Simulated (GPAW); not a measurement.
# Conductance along a series: an Al chain with one atom pushed aside at constant bond length, part 2 of 2

How does transport respond as one structural variable is stepped? The junctions: an Al chain with one atom pushed aside at constant bond length.

GPAW 26.7.0; GPAW LCAO, PAW setups; Landauer transmission from Green's functions with principal layers (ASE), zero bias.

So far, transmission at the Fermi level (one spin): step 2 (member of the series, offset 0.3 Å) 1.99; step 3 (another cell, offset 0.6 Å) 1.92; step 4 (another cell, offset 0.9 Å) 1.75; step 5 (another cell, offset 1.2 Å) 1.54.

### 7. Broadening 1e-06, mixing 0.25, mixing history 5: eta = 1e-06, beta = 0.25 and nmaxold = 5

The broadening keeps the Green's functions finite; too large a value absorbs electrons where channels are open and leaks them where none are. Mixing changes the road to self-consistency, not its end. The mixing history changes the road to self-consistency, not its end.

run.py reads:

```python
import json
import numpy as np
from ase import Atoms
from ase.transport.calculators import TransportCalculator
from gpaw import GPAW, FermiDirac
from gpaw.lcao.tools import get_lcao_hamiltonian
from scipy.linalg import eigh

# The junction with lead layers at both ends, along the third cell vector
device = Atoms(
    ['Al', 'Al', 'Al', 'Al', 'Al', 'Al', 'Al', 'Al', 'Al', 'Al', 'Al', 'Al', 'Al'],
    positions=[
        [4.50000, 4.50000, 1.20000],
        [4.50000, 4.50000, 3.60000],
        [4.50000, 4.50000, 6.00000],
        [4.50000, 4.50000, 8.40000],
        [4.50000, 4.50000, 10.80000],
        [4.50000, 4.50000, 13.20000],
        [5.10000, 4.50000, 15.52379],
        [4.50000, 4.50000, 17.84758],
        [4.50000, 4.50000, 20.24758],
        [4.50000, 4.50000, 22.64758],
        [4.50000, 4.50000, 25.04758],
        [4.50000, 4.50000, 27.44758],
        [4.50000, 4.50000, 29.84758]],
    cell=[[9.0, 0.0, 0.0], [0.0, 9.0, 0.0], [0.0, 0.0, 31.04758]],
    pbc=True)

# One principal layer of the lead: the first 4 atoms of the device
lead = Atoms(
    ['Al', 'Al', 'Al', 'Al'],
    positions=[
        [4.50000, 4.50000, 1.20000],
        [4.50000, 4.50000, 3.60000],
        [4.50000, 4.50000, 6.00000],
        [4.50000, 4.50000, 8.40000]],
    cell=[[9.0, 0.0, 0.0], [0.0, 9.0, 0.0], [0.0, 0.0, 9.6]],
    pbc=True)

settings = dict(mode='lcao', basis='szp(dzp)', xc='PBE', h=0.2,
                occupations=FermiDirac(0.1), maxiter=250,
                mixer=dict(beta=0.25, nmaxold=5, weight=100.0),
                convergence=dict(density=0.0001))
energies = np.arange(-2, 2 + 1e-9, 0.05)
eta = 1e-06
n1, n2 = 1, 1
# k and -k transmit alike, so half of the mesh across the current serves
mesh = [(i, j) for i in range(n1) for j in range(n2) if (i, j) <= (-i % n1, -j % n2)]
weights = np.array([1 if (i, j) == (-i % n1, -j % n2) else 2 for i, j in mesh]) / (n1 * n2)

# [... helper functions left out ...]
fermi_lead = ground_state(lead, (1, 1, 12), 'lead.txt')
fermi_device = ground_state(device, (1, 1, 3), 'device.txt')
# [... loop over the mesh left out, but for ...]
        # Shift the lead onto the potential of the device's first layer
        shift = ((H[:, 0, 0] - H0[:, 0, 0]) / S0[0, 0]).real.mean()
# [...]
kT = 8.617333e-5 * 500
bias = [0.1, 0.2, 0.5, 1.0, 1.5, 2.0]
# [... integrals and printing left out ...]
```

On the command line:

```
> OMP_NUM_THREADS=1 OPENBLAS_NUM_THREADS=1 python run.py
```

What it wrote:

```text
basis functions: device 117, principal layer 36
Fermi level: lead -3.5823 eV, device -3.5728 eV; lead shifted by 0.0036 eV
largest coupling past the next layer 1.69e-15 eV, largest misfit of the first layer 0.013 eV
  E-E_F (eV)   T (one spin)  [channel counts left out]
    -2.000    9.8620e-01
    -1.950    9.8485e-01
    -1.900    9.8327e-01
    -1.850    9.8138e-01
    -1.800    9.7908e-01
    -1.750    9.7622e-01
    -1.700    9.7255e-01
    -1.650    9.6763e-01
    -1.600    9.6066e-01
    -1.550    9.4986e-01
    -1.500    9.3061e-01
    -1.450    8.8547e-01
    -1.400    6.4239e-01
    -1.350    1.0743e-10
    -1.300    3.9753e-12
    -1.250    6.8125e-13
[...]
1.650    2.9058e+00
     1.700    2.9142e+00
     1.750    2.9216e+00
     1.800    2.9282e+00
     1.850    2.9341e+00
     1.900    2.9392e+00
     1.950    2.9438e+00
     2.000    2.9479e+00
conductance at 500 K: 1.9255 G0 a cell; thermopower -0.7754 uV/K
current from the zero-bias T(E) at 0.1 V: 14.914 uA
current from the zero-bias T(E) at 0.2 V: 29.796 uA
current from the zero-bias T(E) at 0.5 V: 73.485 uA
current from the zero-bias T(E) at 1.0 V: 124.77 uA
current from the zero-bias T(E) at 1.5 V: 162.06 uA
current from the zero-bias T(E) at 2.0 V: 206.65 uA
```

Elapsed: 62 s, on 1 thread of Intel Xeon Platinum 8375C at 2.90GHz (Ice Lake), shared host; peak memory 0.94 GiB.

Numbers from this step:

| Quantity | Value |
| --- | --- |
| conductance | 1.925 G₀ |
| largest coupling past the next principal layer | 1.69e-15 eV |
| largest misfit of the first principal layer | 0.01345 eV |
| shift that aligns the lead | 0.003579 eV |
| transmission at the Fermi level (one spin) | 1.930 |

One spin. The transmission, zone mean by energy, zero at the Fermi level:

| energy (eV) | transmission, zone mean |
| --- | --- |
| -2.00 | 0.986 |
| -1.90 | 0.983 |
| -1.80 | 0.979 |
| -1.70 | 0.973 |
| -1.55 | 0.950 |
| -1.45 | 0.885 |
| -1.35 | 1.1e-10 |
| -1.25 | 0 |
| -1.15 | 0 |
| -1.05 | 0 |
| -0.90 | 0 |
| -0.80 | 0 |
| -0.70 | 0 |
| -0.60 | 0 |
| -0.50 | 0 |
| -0.40 | 1.5e-12 |
| -0.25 | 1.86 |
| -0.15 | 1.91 |
| -0.05 | 1.93 |
| 0.00 | 1.93 |
| 0.05 | 1.93 |
| 0.15 | 1.93 |
| 0.25 | 1.93 |
| 0.40 | 1.92 |
| 0.50 | 1.91 |
| 0.60 | 1.90 |
| 0.70 | 1.88 |
| 0.80 | 2.12 |
| 0.90 | 2.42 |
| 1.05 | 2.64 |
| 1.15 | 2.72 |
| 1.25 | 2.78 |
| 1.35 | 2.83 |
| 1.45 | 2.86 |
| 1.55 | 2.89 |
| 1.70 | 2.91 |
| 1.80 | 2.93 |
| 1.90 | 2.94 |
| 2.00 | 2.95 |

Not self-consistent under bias; the bias window is split evenly. Table of current through one cell, from the zero-bias transmission by bias:

| bias (V) | current through one cell, from the zero-bias transmission (μA) |
| --- | --- |
| 0.100 | 14.9 |
| 0.200 | 29.8 |
| 0.500 | 73.5 |
| 1.000 | 125 |
| 1.500 | 162 |
| 2.000 | 207 |

Transmission of the three most open eigenchannels against energy, zero at the Fermi level:

| energy (eV) | channel 1 | channel 2 | channel 3 |
| --- | --- | --- | --- |
| -2.00 | 0.986 | 0 | 0 |
| -1.90 | 0.983 | 0 | 0 |
| -1.80 | 0.979 | 0 | 0 |
| -1.70 | 0.973 | 0 | 0 |
| -1.55 | 0.950 | 0 | 0 |
| -1.45 | 0.885 | 0 | 0 |
| -1.35 | 1.1e-10 | 0 | 0 |
| -1.25 | 0 | 0 | 0 |
| -1.15 | 0 | 0 | 0 |
| -1.05 | 0 | 0 | 0 |
| -0.90 | 0 | 0 | 0 |
| -0.80 | 0 | 0 | 0 |
| -0.70 | 0 | 0 | 0 |
| -0.60 | 0 | 0 | 0 |
| -0.50 | 0 | 0 | 0 |
| -0.40 | 1.3e-12 | 0 | 0 |
| -0.25 | 0.987 | 0.871 | 0 |
| -0.15 | 0.995 | 0.911 | 0 |
| -0.05 | 0.995 | 0.931 | 0 |
| 0.00 | 0.995 | 0.934 | 0 |
| 0.05 | 0.995 | 0.935 | 0 |
| 0.15 | 0.997 | 0.932 | 0 |
| 0.25 | 0.998 | 0.927 | 0 |
| 0.40 | 1.000 | 0.919 | 0 |
| 0.50 | 1.000 | 0.914 | 0 |
| 0.60 | 1.000 | 0.904 | 0 |
| 0.70 | 1.000 | 0.877 | 1.7e-12 |
| 0.80 | 1.000 | 0.898 | 0.224 |
| 0.90 | 1.000 | 0.952 | 0.472 |
| 1.05 | 1.000 | 0.978 | 0.658 |
| 1.15 | 1.000 | 0.986 | 0.735 |
| 1.25 | 1.000 | 0.990 | 0.791 |
| 1.35 | 1.000 | 0.993 | 0.833 |
| 1.45 | 1.000 | 0.995 | 0.865 |
| 1.55 | 1.000 | 0.996 | 0.890 |
| 1.70 | 1.000 | 0.997 | 0.918 |
| 1.80 | 0.999 | 0.997 | 0.932 |
| 1.90 | 0.999 | 0.997 | 0.943 |
| 2.00 | 0.999 | 0.997 | 0.952 |

The conductance, 1.93 G₀, lies 0.3 % above that of the unchanged run.

### 8. Outcome

| Quantity | Value |
| --- | --- |
| conductance, first and last member | 1.99 and 1.53 G₀ |
| largest and smallest | 1.99 and 1.53 G₀ |

In words: As the sideways shift goes from 0.3 to 1.2 Å, the conductance goes from 1.99 to 1.53 G₀. The conductance falls at every step of the series. The geometry was built from estimated bond lengths and not relaxed, so the numbers describe this model structure. The run had no spin polarisation, so a magnetic state, which chains and small molecules with open shells often have, wasn't tested. An evenly spaced straight chain is an idealisation: free chains tend to dimerise, zigzag or, where a band edge lies near the Fermi level, turn magnetic. The currents use the zero-bias T(E) throughout, which holds only while the bias is small against the distance to the nearest feature.

[Logs are printed without paths, hosts, clocks, repeated set-up lines and the standing remarks that a program may print on its own settings, such as how far it seeks lower states.]

[Hosts, paths, dates, database ids (printed as entryN), source tags and the programs' standing remarks are cut or masked in the printed files.]
